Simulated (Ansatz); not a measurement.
## Electron–phonon scattering in TiAlPd in the AlB2 type: relaxing cell and atoms

Ansatz 0.2.0; DFT PBEsol, scalar-relativistic, plane waves, PAW; PAW set soft_1.

The structure was built from a prototype and need not be the compound's stable phase.

Symmetry: P-6m2, No. 187, hexagonal system. Conventional cell: a = 4.340 Å, b = 4.340 Å, c = 2.783 Å, α = 90.00°, β = 90.00°, γ = 120.00°. Ti has 2 Ti at 2.78 Å and 6 Pd at 2.87 Å and 6 Al at 2.87 Å nearest. Al has 3 Pd at 2.51 Å and 2 Al at 2.78 Å and 6 Ti at 2.87 Å nearest. Nearest to Pd lie 3 Al at 2.51 Å and 2 Pd at 2.78 Å and 6 Ti at 2.87 Å. Farther neighbours are not listed.

The steps of the relaxation:

```csv
step,energy less that of the first step (eV),largest force component (eV/Å),pressure (GPa),volume (Å³)
1,0.0000,0.0000,0.08,45.39
2,-0.0002,0.0000,0.02,45.38
3,-0.0002,0.0000,0.02,45.38
```

The log counts 1 steps on a newly chosen plane-wave basis, not all of them marked here; energy and pressure can jump at such steps.

```csv
"conventional cell, symmetrised",before,after,change
a (Å),4.340,4.345,+0.1 %
b (Å),4.340,4.345,+0.1 %
c (Å),2.783,2.776,-0.2 %
volume (Å³/atom),15.13,15.13,-0.0 %
```

The relaxed structure:

```xyz
3
Lattice="4.3447 0.0000 0.0000 -2.1723 3.7626 0.0000 0.0000 0.0000 2.7763" Properties=species:S:1:pos:R:3 pbc="T T T"
Ti    0.0000    0.0000    0.0000
Al    0.0000    2.5084    1.3881
Pd    2.1723    1.2542    1.3881
```

Numbers from this step:

| Quantity | Value |
| --- | --- |
| pressure | 0.02277 GPa |

**Question.** Which input gives these results?

The system, level and task follow from the heading and the kind of results. Meshes, cutoffs and thresholds can't be read from the results; these are the ones that the run used.

File input.yaml:

```yaml
crystal:
  lattice:
    - [4.3398534082, 0.0, 0.0]
    - [-2.1699267041, 3.7584233002, 0.0]
    - [0.0, 0.0, 2.7827556591]
  atoms:
    - { symbol: Ti, position: [0.0, 0.0, 0.0] }
    - { symbol: Al, position: [0.3333333333, 0.6666666667, 0.5] }
    - { symbol: Pd, position: [0.6666666667, 0.3333333333, 0.5] }
kpoints:
  mp_grid: { grid: [9, 9, 10] }
hamiltonian:
  xc: pbesol
  pseudopotentials: { kind: paw, azcp: { folder: soft_1 }, xc_functional: pbe }
scf:
  occupations: { method: gaussian, width: 0.1 }
output:
  forces: true
  stress: true
  eigenvalues: true
relax:
  adjacent_minimum: "off"
  f_tol: 0.005
  max_steps: 80
  cell: { stress_tol: 0.05 }
```

Command:

```bash
$ ansatz run input.yaml --threads 4 --pin off --max-ram 12288MiB --backend cpu --events-out ev --progress --plain --runs-dir out
```

[Logs are printed without paths, hosts, clocks, repeated set-up lines and the standing remarks that a program may print on its own settings, such as how far it seeks lower states.]

[Hosts, paths, dates, database ids (printed as entryN), source tags and the programs' standing remarks are cut or masked in the printed files.]
